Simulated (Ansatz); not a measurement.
# Puckered SnSe bilayer (AB) in a perpendicular field, part 2 of 3

Wanted: the out-of-plane response of the puckered SnSe bilayer (AB). A positive field points along +c.

Ansatz 0.2.0; plane-wave DFT, PBE-D3(BJ), Ansatz PAW.

So far. Step 2 (Relaxation): The lattice constant a goes from 4.400 to 4.392 Å.

## 3. Single point, field 0, start network

A sawtooth potential applies the field, turning back in the middle of the vacuum. With the dipole correction the typed value is the field outside the slab. The induced dipole is small, so the SCF threshold is tight.

The cell differs from the one that the last finished run ended in (c 48.187 → 26.663 Å).

input.yaml

```yaml
crystal:
  lattice:
    - [4.3920407832, 0.0, 0.0]
    - [0.0, 4.2405261612, 0.0]
    - [0.0, 0.0, 26.6627952944]
  atoms:
    - { symbol: Sn, position: [0.0319653409, 0.0, 0.3375490042] }
    - { symbol: Se, position: [0.4662769957, 0.5, 0.3454657657] }
    - { symbol: Se, position: [0.9676376754, 0.0, 0.4392954146] }
    - { symbol: Sn, position: [0.5341199879, 0.5, 0.4475310045] }
    - { symbol: Sn, position: [0.0341199879, 0.5, 0.5524689955] }
    - { symbol: Se, position: [0.4676376754, 0.0, 0.5607045854] }
    - { symbol: Se, position: [0.9662769957, 0.5, 0.6545342343] }
    - { symbol: Sn, position: [0.5319653409, 0.0, 0.6624509958] }
kpoints:
  mp_grid: { grid: [10, 10, 1] }
  band_path:
    path:
      - [0, 0, 0]
      - [0.5, 0, 0]
      - [0.5, 0.5, 0]
      - [0, 0, 0]
      - [0, 0.5, 0]
      - [0.5, 0.5, 0]
    npoints: 16
hamiltonian:
  xc: pbe
  dispersion: d3bj
scf:
  occupations: { method: fermi_dirac, width: 0.02585 }
  convergence: { dr2_threshold: 1.0e-10 }
efield:
  axis: 3
  dipole_correction: true
  ramp_position: 0.97
  ramp_width: 0.06
  amplitude: 0
output:
  dos: { projected: true, e_range: [-6, 5] }
  write_potential: true
  write_density: true
  volumetric_format: npy
  elf: true
```

The run is started by

```console
$ ansatz run input.yaml --threads 4 --pin off --max-ram 8192MiB --backend cpu --events-out ev --progress --plain --runs-dir out
```

Numbers of over 12 decimals in the logs are rounded to 6 here.

The program printed:

```text
[...]
Crystal: 8 atoms, lattice volume = 496.583 Å³
Basis set: ecut = 420 eV, 9693 PW (Γ)
Bands: 72, of which v1, the nominal top of the filled ones, is band 60 counted from 1 (59 counted from 0)
Symmetry: 2 space group operations
k-points: 36 of 100 (time reversal used)
[...]
SCF iter   1: F=—  HF=-45978.797188 eV  |F-HF|=—  |Δ(HF+E_count)|=         —  Δρ=1.05e-3  dr2=1.47e-2  ethr=1.77e-3  p=0.000 e·Å  D=1.38e-13 V/Å  ΔV_dip=-0.00 eV  dr2_dipole=4.44e-9  V_vac-E_F(+/−)=4.05/4.05 eV  ⟨swp⟩=7.7  Hψ=10560  notcnv=0  defer=19
efield: sawtooth ramp at fractional position 0.9700 (set: `efield.ramp_position`, or a place that a band, a saddle search or an elastic batch's reference lends), width 0.0600; the density the first Hamiltonian is built on has a dipole p = 0.000 e·Å; the dipole correction subtracts the counter field D = 1.38e-13 V/Å, which shifts the + side's vacuum level by -0.00 eV against the − side's; the planar-averaged density in the ramp window peaks in size at 3.2e-6 e/Å³
[...]
SCF iter   2: F=—  HF=-45978.795991 eV  |F-HF|=—  |Δ(HF+E_count)|=   1.20e-3  Δρ=6.10e-4  dr2=1.77e-2  ethr=1.22e-5  p=-0.000 e·Å  D=-1.53e-5 V/Å  ΔV_dip=0.00 eV  dr2_dipole=7.14e-8  V_vac-E_F(+/−)=4.07/4.07 eV  ⟨swp⟩=3.3  Hψ=5898  notcnv=0  defer=202
[...]
SCF iter  13: F=-45978.794606 eV  HF=-45978.794606 eV  |F-HF|=1.02e-10  |Δ(HF+E_count)|=  7.28e-12  Δρ=2.36e-8  dr2=8.66e-12  ethr=1.00e-12  p=-0.000 e·Å  D=-2.22e-8 V/Å  ΔV_dip=0.00 eV  dr2_dipole=7.52e-14  V_vac-E_F(+/−)=3.95/3.95 eV  ⟨swp⟩=2.0  Hψ=4896  notcnv=0
SCF 1 converged in 13 iterations: F = -45978.794606 eV  dr2 = 8.66e-12
[...]
NSCF: frozen V_eff on 81 k-points
efield: sawtooth ramp at fractional position 0.9700 (kept from the solve that this one continues, or follows in the run), width 0.0600; the density the first Hamiltonian is built on has a dipole p = -0.000 e·Å; the dipole correction subtracts the counter field D = -2.22e-8 V/Å, which shifts the + side's vacuum level by +0.00 eV against the − side's; the planar-averaged density in the ramp window peaks in size at 2.5e-6 e/Å³
WARN: The output density's exchange-correlation potential varies sharply where the density is thin. Do not read a vacuum level from v_tot or v_xc, or from such a field of the output density. On a cell that repeats whose density bears no net charge and no dipole along the vacuum's axis use v_es (v_loc + v_h of the components); under efield.dipole_correction with no amplitude use v_es + v_field, which holds any externa [...]
SCF converged after 13 iterations
Free energy (F): -45978.794606 eV
[...]
Internal energy: -45978.794606 eV  (E = F + TS)
E sigma→0 (E₀):  -45978.794606 eV
Fermi energy:    1.777498 eV
Dipole field:    D = 0.000000 V/Å  (p = 0.000001 e·Å, saw-weighted, corrected)
Work function:   Φ+ = 3.9484 eV   Φ− = 3.9484 eV
Levels:          The Fermi level and band energies are counted from a zero that moves with the ramp; work functions are not
[...]
--- Band table (eV; the first three rows and the last of 36) ---
  k-point 0: bands = [... 56 lower, -0.3356, -0.3257, 0.8484, 0.9397, 2.4023, 3.9813, 4.2829, 4.5161, ... 8 higher]
  k-point 1: bands = [... 56 lower, -0.2512, -0.1549, 0.8402, 0.8934, 2.4430, 4.0046, 4.3402, 4.5968, ... 8 higher]
  k-point 2: bands = [... 56 lower, 0.1554, 0.1650, 0.7237, 0.7948, 2.6054, 3.7307, 3.7619, 4.0316, ... 8 higher]
  k-point 35: bands = [... 56 lower, -0.3357, -0.3357, -0.2504, -0.2504, 4.2184, 4.2184, 4.3934, 4.3934, ... 8 higher]
```

Wall time 2.2 min (4 threads of Intel Xeon at 2.50GHz (Skylake/Cascade Lake), shared host); peak memory 2.4 GiB.

Numbers from this step:

| Quantity | Value |
| --- | --- |
| gap on the k-mesh | 1.076 eV |
| dipole along the normal | 5.82e-7 e·Å |
| gap along the path | 0.8928 eV |
| smallest direct gap along the path | 0.8928 eV |
| ionisation energy, upper face | 4.405 eV |
| electron affinity, upper face | 3.512 eV |
| gap, the smaller of path and mesh | 0.8928 eV |

Running mean over a fixed 2.5 Å (it still follows the layers) of the planar mean; the ramp of the sawtooth is left out. The electron's electrostatic potential energy less the Fermi level by z:

| z (Å) | electron's electrostatic potential energy less the Fermi level (eV) |
| --- | --- |
| 4 | 3.95 |
| 5 | 3.95 |
| 6 | 3.90 |
| 7 | 3.14 |
| 8 | 0.168 |
| 9 | -2.39 |
| 10 | -2.09 |
| 11 | -2.10 |
| 12 | -2.47 |
| 13 | -1.09 |
| 14 | -1.42 |
| 15 | -2.48 |
| 16 | -2.23 |
| 17 | -2.17 |
| 18 | -1.95 |
| 19 | 1.23 |
| 20 | 3.63 |
| 21 | 3.93 |
| 22 | 3.95 |
| 23 | 3.95 |

The density of states has structure finer than the step of the table below, so its rows give means over 0.2 eV, whole bins alone (the curve runs from -6 to 2.41 eV). Peaks (eV: height): -3.79: 8.21, -3.24: 7.90, -2.17: 9.74, -1.95: 9.57, -1.04: 12.3, 0.92: 10.1, 2.35: 8.22.

Density of states against energy, zero at the Fermi level of the run, which the smearing sets inside the gap; means over each step:

| energy (eV) | density of states (states/eV a cell) |
| --- | --- |
| -5.8 | 0.772 |
| -5.6 | 0.511 |
| -5.4 | 0.0306 |
| -5.2 | 0 |
| -5.0 | 1.41 |
| -4.8 | 2.48 |
| -4.6 | 3.39 |
| -4.4 | 4.00 |
| -4.2 | 3.20 |
| -4.0 | 4.19 |
| -3.8 | 6.47 |
| -3.6 | 5.89 |
| -3.4 | 5.68 |
| -3.2 | 6.96 |
| -3.0 | 5.69 |
| -2.8 | 6.75 |
| -2.6 | 7.08 |
| -2.4 | 6.57 |
| -2.2 | 8.68 |
| -2.0 | 7.87 |
| -1.8 | 4.30 |
| -1.6 | 3.87 |
| -1.4 | 5.91 |
| -1.2 | 6.02 |
| -1.0 | 9.81 |
| -0.8 | 3.35 |
| -0.6 | 0.562 |
| -0.4 | 0 |
| -0.2 | 0 |
| 0.0 | 0 |
| 0.2 | 0 |
| 0.4 | 0 |
| 0.6 | 0.637 |
| 0.8 | 3.40 |
| 1.0 | 5.60 |
| 1.2 | 5.19 |
| 1.4 | 3.87 |
| 1.6 | 4.09 |
| 1.8 | 4.54 |
| 2.0 | 5.69 |
| 2.2 | 6.61 |

Projected DOS per atom over height of the atomic layer and energy from the Fermi level. Layers: SnSe SnSe SnSe SnSe from below.

Values in states/eV, 22 rows by 4 columns, each cell a mean:
```
0.87 0.71 0.71 0.87
0.68 0.51 0.51 0.68
0.52 0.44 0.44 0.52
0.59 0.66 0.66 0.59
0.27 0.32 0.32 0.27
0.00 0.00 0.00 0.00
0.00 0.00 0.00 0.00
0.01 0.01 0.01 0.01
0.64 0.55 0.55 0.64
0.85 0.84 0.84 0.85
0.53 0.52 0.52 0.53
0.87 0.82 0.82 0.87
0.90 0.95 0.95 0.90
0.92 0.77 0.77 0.92
0.87 0.70 0.70 0.87
0.72 0.72 0.72 0.72
0.61 0.72 0.72 0.61
0.39 0.50 0.50 0.39
0.34 0.43 0.43 0.34
0.10 0.15 0.15 0.10
0.02 0.02 0.02 0.02
0.10 0.09 0.09 0.10
```
Columns: height of the atomic layer (Å) from 9.11 to 17.6 (not evenly spaced); rows upwards: energy from the Fermi level (eV) from -5.96 to 2.41.

The electronic bands at the labelled points (eV, zero at the Fermi level of the run, which the smearing sets inside the gap):

| point | band 57 | band 58 | band 59 | band 60 | band 61 | band 62 | band 63 | band 64 |
| --- | --- | --- | --- | --- | --- | --- | --- | --- |
| Γ | -2.11 | -2.10 | -0.93 | -0.84 | 0.62 | 2.20 | 2.51 | 2.74 |
| halfway | -1.46 | -1.43 | -0.95 | -0.93 | 1.03 | 1.05 | 1.96 | 2.27 |
| X | -1.14 | -1.14 | -0.66 | -0.66 | 0.83 | 0.83 | 1.24 | 1.24 |
| halfway | -2.08 | -2.08 | -1.55 | -1.55 | 1.61 | 1.61 | 2.71 | 2.71 |
| S | -2.11 | -2.11 | -2.03 | -2.03 | 2.44 | 2.44 | 2.62 | 2.62 |
| halfway | -1.70 | -1.64 | -0.93 | -0.81 | 0.90 | 1.23 | 1.84 | 1.94 |
| Γ | -2.11 | -2.10 | -0.93 | -0.84 | 0.62 | 2.20 | 2.51 | 2.74 |
| halfway | -1.44 | -1.40 | -1.13 | -1.02 | 0.97 | 1.49 | 1.62 | 1.95 |
| Y | -1.12 | -1.03 | -0.96 | -0.92 | 0.80 | 0.92 | 0.97 | 0.97 |
| halfway | -2.13 | -1.81 | -1.80 | -1.67 | 1.54 | 1.74 | 2.47 | 2.53 |
| S | -2.11 | -2.11 | -2.03 | -2.03 | 2.44 | 2.44 | 2.62 | 2.62 |

Valence density in the ca plane at fractional y = 0.000, with atoms of Sn and Se within 0.2 Å of it. It is the smooth field of the valence electrons, not physical close to the nuclei.

Ten steps, logarithmic in the rise over the least value, from '0' (0 e/Å³) to '9' (29 e/Å³), each cell a mean:
```
00000000000000000001366531126995210000000000
00000000000000000001233311124663100000000000
00000000000000000000111100012322100000110000
00000000000000000000000000001111000012221101
00000000000000000000000000000000000123553211
00000000000000000000000000000000000136985212
00000000000000000000000000000000000136995211
00000000000000000000000000000000000124663211
00000000000000000000112110000110000012322100
00000000000000000001245321112221100001111000
00000000000000000001467631123553100000000000
00000000000000000002478742126995210000000000
```
Columns run along c (16.0 Å, from fractional 0.04 to 0.64 of the cell), rows up along a (4.4 Å). Atoms in or near the plane, at fractional coordinates: Sn at (0.34, 0.03), Se at (0.44, 0.97), Se at (0.56, 0.47).

Electrostatic potential energy in the ca plane at fractional y = 0.000, with atoms of Sn and Se within 0.2 Å of it. With pseudopotentials it is smooth inside the atoms' cores, unlike the true potential.

Ten even steps from '0' (-17 eV) to '9' (6 eV), each cell a mean:
```
99999999999999999984069505611440289999999999
99999999999999999987300037730110599999999999
99999999999999999998754578874114899998889987
99999999999999999999988889998778999985336885
99999999999999999999999999999999999840001573
99999999999999999999999999999999999711440362
99999999999999999999999999999999999711540364
99999999999999999999877789999999999830110586
99999999999999999998632368998889999974125888
99999999999999999986112026885336899998778999
99999999999999999983189704740000699999999999
99999999999999999973299913611440389999999999
```
Columns run along c (16.0 Å, from fractional 0.04 to 0.64 of the cell; values clipped at the 3rd and 97th percentile), rows up along a (4.4 Å). Atoms in or near the plane, at fractional coordinates: Sn at (0.34, 0.03), Se at (0.44, 0.97), Se at (0.56, 0.47).

ELF in the ca plane at fractional y = 0.000, with atoms of Sn and Se within 0.2 Å of it. It is the smooth field of the valence electrons, not physical close to the nuclei.

Ten even steps from '0' (0.00) to '9' (0.82), each cell a mean:
```
00000000000000258996410134896238972000000000
00000000000000136897543334788779951012221101
00000000000000012567654322478998730146775321
00000000000000000123333211257776311489998742
00000000000000000000010000013432102799889863
00000000000000000000000000000110003898348973
00000000000000000000011100000000003897238973
00000000000000000012222210012221002799778863
00000000000000001344433321246776301479998742
00000000000000024675432332478999730146776411
00000000000000147986300133699899961012332100
00000000000000258986300024797348972000110000
```
Columns run along c (16.0 Å, from fractional 0.04 to 0.64 of the cell), rows up along a (4.4 Å). Atoms in or near the plane, at fractional coordinates: Sn at (0.34, 0.03), Se at (0.44, 0.97), Se at (0.56, 0.47).

The gap is 0.89 eV, with the valence edge 4.40 eV and the conduction edge 3.51 eV under the upper vacuum level.

## 4. Atoms held, field 0.05 V/Å

input.yaml: that of step 3 with these lines changed.

```diff
@@ -36,5 +36,4 @@
   ramp_width: 0.06
-  amplitude: 0
+  amplitude: 0.05
 output:
-  dos: { projected: true, e_range: [-6, 5] }
   write_potential: true
@@ -42,2 +41 @@
   volumetric_format: npy
-  elf: true
```

The program printed:

```text
[...]
Crystal: 8 atoms, lattice volume = 496.583 Å³
Basis set: ecut = 420 eV, 9693 PW (Γ)
Bands: 72, of which v1, the nominal top of the filled ones, is band 60 counted from 1 (59 counted from 0)
Symmetry: 2 space group operations
k-points: 36 of 100 (time reversal used)
[...]
k-point 0: bands = [... 56 lower, -0.3353, -0.3256, 0.8472, 0.9407, 2.4018, 3.9798, 4.2826, 4.5160, ... 8 higher]
  k-point 1: bands = [... 56 lower, -0.2516, -0.1544, 0.8384, 0.8950, 2.4425, 4.0032, 4.3396, 4.5969, ... 8 higher]
  k-point 2: bands = [... 56 lower, 0.1508, 0.1693, 0.7226, 0.7957, 2.6050, 3.7299, 3.7618, 4.0316, ... 8 higher]
  k-point 35: bands = [... 56 lower, -0.3454, -0.3263, -0.2591, -0.2418, 4.2123, 4.2242, 4.3769, 4.4096, ... 8 higher]
[key lines of the parts left out:]
SCF converged after 15 iterations
Free energy (F): -45978.796014 eV
Fermi energy:    1.777959 eV
Dipole field:    D = 0.020521 V/Å  (p = 0.056316 e·Å, saw-weighted, corrected)
```

It took 2.4 min on 4 threads; peak memory 2 GiB; 9.2 min of CPU time.

The dipole is 0.0563 e·Å, and the gap 0.892 eV.

## 5. Atoms held, field -0.05 V/Å

input.yaml: that of step 4 with these lines changed.

```diff
@@ -36,3 +36,3 @@
   ramp_width: 0.06
-  amplitude: 0.05
+  amplitude: -0.05
 output:
```

The program printed:

```text
[...]
Crystal: 8 atoms, lattice volume = 496.583 Å³
Basis set: ecut = 420 eV, 9693 PW (Γ)
Bands: 72, of which v1, the nominal top of the filled ones, is band 60 counted from 1 (59 counted from 0)
Symmetry: 2 space group operations
k-points: 36 of 100 (time reversal used)
[...]
k-point 0: bands = [... 56 lower, -0.3353, -0.3256, 0.8472, 0.9407, 2.4018, 3.9798, 4.2826, 4.5160, ... 8 higher]
  k-point 1: bands = [... 56 lower, -0.2516, -0.1544, 0.8384, 0.8950, 2.4425, 4.0032, 4.3396, 4.5969, ... 8 higher]
  k-point 2: bands = [... 56 lower, 0.1508, 0.1693, 0.7226, 0.7957, 2.6050, 3.7299, 3.7618, 4.0316, ... 8 higher]
  k-point 35: bands = [... 56 lower, -0.3454, -0.3263, -0.2591, -0.2418, 4.2123, 4.2242, 4.3769, 4.4096, ... 8 higher]
[key lines of the parts left out:]
SCF converged after 15 iterations
Free energy (F): -45978.796014 eV
Fermi energy:    1.777960 eV
Dipole field:    D = -0.020521 V/Å  (p = -0.056316 e·Å, saw-weighted, corrected)
```

Elapsed: 2.2 min, on 4 threads; peak memory 2 GiB.

The dipole is -0.0563 e·Å, and the gap 0.892 eV.

## 6. Single point, field 0.1 V/Å

input.yaml: that of step 5 with these lines changed.

```diff
@@ -34,5 +34,5 @@
   dipole_correction: true
-  ramp_position: 0.97
-  ramp_width: 0.06
-  amplitude: -0.05
+  ramp_position: 0.9659
+  ramp_width: 0.0683
+  amplitude: 0.1
 output:
```

The program printed:

```text
[...]
Crystal: 8 atoms, lattice volume = 496.583 Å³
Basis set: ecut = 420 eV, 9693 PW (Γ)
Bands: 72, of which v1, the nominal top of the filled ones, is band 60 counted from 1 (59 counted from 0)
Symmetry: 2 space group operations
k-points: 36 of 100 (time reversal used)
[...]
k-point 0: bands = [... 56 lower, -0.3343, -0.3252, 0.8437, 0.9432, 2.4001, 3.9749, 4.2815, 4.5158, ... 8 higher]
  k-point 1: bands = [... 56 lower, -0.2530, -0.1532, 0.8333, 0.8992, 2.4409, 3.9991, 4.3379, 4.5968, ... 8 higher]
  k-point 2: bands = [... 56 lower, 0.1430, 0.1761, 0.7194, 0.7983, 2.6035, 3.7277, 3.7614, 4.0317, ... 8 higher]
  k-point 35: bands = [... 56 lower, -0.3553, -0.3172, -0.2682, -0.2336, 4.2058, 4.2296, 4.3600, 4.4252, ... 8 higher]
[key lines of the parts left out:]
SCF converged after 15 iterations
Free energy (F): -45978.800238 eV
Fermi energy:    1.779138 eV
Dipole field:    D = 0.041050 V/Å  (p = 0.112654 e·Å, saw-weighted, corrected)
```

The job ended after 2.6 min (4 threads; peak memory 2 GiB; 10 min of CPU time).

The dipole is 0.113 e·Å, and the gap 0.891 eV.

## 7. Atoms held, field -0.1 V/Å

input.yaml: that of step 6 with these lines changed.

```diff
@@ -36,3 +36,3 @@
   ramp_width: 0.0683
-  amplitude: 0.1
+  amplitude: -0.1
 output:
```

The program printed:

```text
[...]
Crystal: 8 atoms, lattice volume = 496.583 Å³
Basis set: ecut = 420 eV, 9693 PW (Γ)
Bands: 72, of which v1, the nominal top of the filled ones, is band 60 counted from 1 (59 counted from 0)
Symmetry: 2 space group operations
k-points: 36 of 100 (time reversal used)
[...]
k-point 0: bands = [... 56 lower, -0.3342, -0.3251, 0.8439, 0.9434, 2.4003, 3.9751, 4.2817, 4.5159, ... 8 higher]
  k-point 1: bands = [... 56 lower, -0.2528, -0.1530, 0.8335, 0.8993, 2.4411, 3.9993, 4.3381, 4.5970, ... 8 higher]
  k-point 2: bands = [... 56 lower, 0.1431, 0.1762, 0.7196, 0.7984, 2.6037, 3.7279, 3.7616, 4.0318, ... 8 higher]
  k-point 35: bands = [... 56 lower, -0.3552, -0.3170, -0.2680, -0.2334, 4.2060, 4.2297, 4.3601, 4.4254, ... 8 higher]
[key lines of the parts left out:]
SCF converged after 16 iterations
Free energy (F): -45978.800238 eV
Fermi energy:    1.779296 eV
Dipole field:    D = -0.041047 V/Å  (p = -0.112644 e·Å, saw-weighted, corrected)
```

The job ended after 2.6 min (4 threads; peak memory 2 GiB).

The dipole is -0.113 e·Å, and the gap 0.891 eV.

## 8. Single point, field 0.2 V/Å

input.yaml: that of step 7 with these lines changed.

```diff
@@ -36,3 +36,3 @@
   ramp_width: 0.0683
-  amplitude: -0.1
+  amplitude: 0.2
 output:
```

The program printed:

```text
[...]
Crystal: 8 atoms, lattice volume = 496.583 Å³
Basis set: ecut = 420 eV, 9693 PW (Γ)
Bands: 72, of which v1, the nominal top of the filled ones, is band 60 counted from 1 (59 counted from 0)
Symmetry: 2 space group operations
k-points: 36 of 100 (time reversal used)
[...]
k-point 0: bands = [... 56 lower, -0.3306, -0.3236, 0.8315, 0.9522, 2.3937, 3.9538, 4.2775, 4.5148, ... 8 higher]
  k-point 1: bands = [... 56 lower, -0.2577, -0.1484, 0.8176, 0.9118, 2.4348, 3.9811, 4.3309, 4.5964, ... 8 higher]
  k-point 2: bands = [... 56 lower, 0.1255, 0.1895, 0.7085, 0.8071, 2.5979, 3.7195, 3.7597, 4.0316, ... 8 higher]
  k-point 35: bands = [... 56 lower, -0.3759, -0.2996, -0.2869, -0.2178, 4.1920, 4.2396, 4.3250, 4.4556, ... 8 higher]
[key lines of the parts left out:]
SCF converged after 16 iterations
Free energy (F): -45978.817136 eV
Fermi energy:    1.782784 eV
Dipole field:    D = 0.082103 V/Å  (p = 0.225315 e·Å, saw-weighted, corrected)
```

Elapsed: 2.6 min, on 4 threads; peak memory 2 GiB; 9.8 min of CPU time.

The dipole is 0.225 e·Å, and the gap 0.887 eV.

## 9. Single point, field -0.2 V/Å

input.yaml: that of step 8 with these lines changed.

```diff
@@ -36,3 +36,3 @@
   ramp_width: 0.0683
-  amplitude: 0.2
+  amplitude: -0.2
 output:
```

The program printed:

```text
[...]
Crystal: 8 atoms, lattice volume = 496.583 Å³
Basis set: ecut = 420 eV, 9693 PW (Γ)
Bands: 72, of which v1, the nominal top of the filled ones, is band 60 counted from 1 (59 counted from 0)
Symmetry: 2 space group operations
k-points: 36 of 100 (time reversal used)
[...]
k-point 0: bands = [... 56 lower, -0.3303, -0.3232, 0.8318, 0.9525, 2.3940, 3.9541, 4.2778, 4.5151, ... 8 higher]
  k-point 1: bands = [... 56 lower, -0.2574, -0.1481, 0.8179, 0.9121, 2.4351, 3.9814, 4.3312, 4.5968, ... 8 higher]
  k-point 2: bands = [... 56 lower, 0.1258, 0.1898, 0.7088, 0.8074, 2.5982, 3.7198, 3.7600, 4.0319, ... 8 higher]
  k-point 35: bands = [... 56 lower, -0.3755, -0.2993, -0.2866, -0.2174, 4.1923, 4.2399, 4.3254, 4.4559, ... 8 higher]
[key lines of the parts left out:]
SCF converged after 16 iterations
Free energy (F): -45978.817136 eV
Fermi energy:    1.783097 eV
Dipole field:    D = -0.082101 V/Å  (p = -0.225309 e·Å, saw-weighted, corrected)
```

Run time: 2.5 min. Hardware: 4 threads; peak memory 2 GiB; 9.4 min of CPU time.

The dipole is -0.225 e·Å, and the gap 0.887 eV.

(Part 2 of 3 ends here.)

[Logs are printed without paths, hosts, clocks, repeated set-up lines and the standing remarks that a program may print on its own settings, such as how far it seeks lower states.]

[Hosts, paths, dates, database ids (printed as entryN), source tags and the programs' standing remarks are cut or masked in the printed files.]

[Maps of the electrostatic potential energy from Ansatz leave out the sawtooth potential of an applied field or a dipole correction, so their vacuum need not be flat; planar profiles and work functions include it.]

[The density of states shown here was stored with 400 of the rows of the run's finer table, so its peaks can read low, often by over a quarter, or be missed, and its means over a window can be off by a tenth or more.]
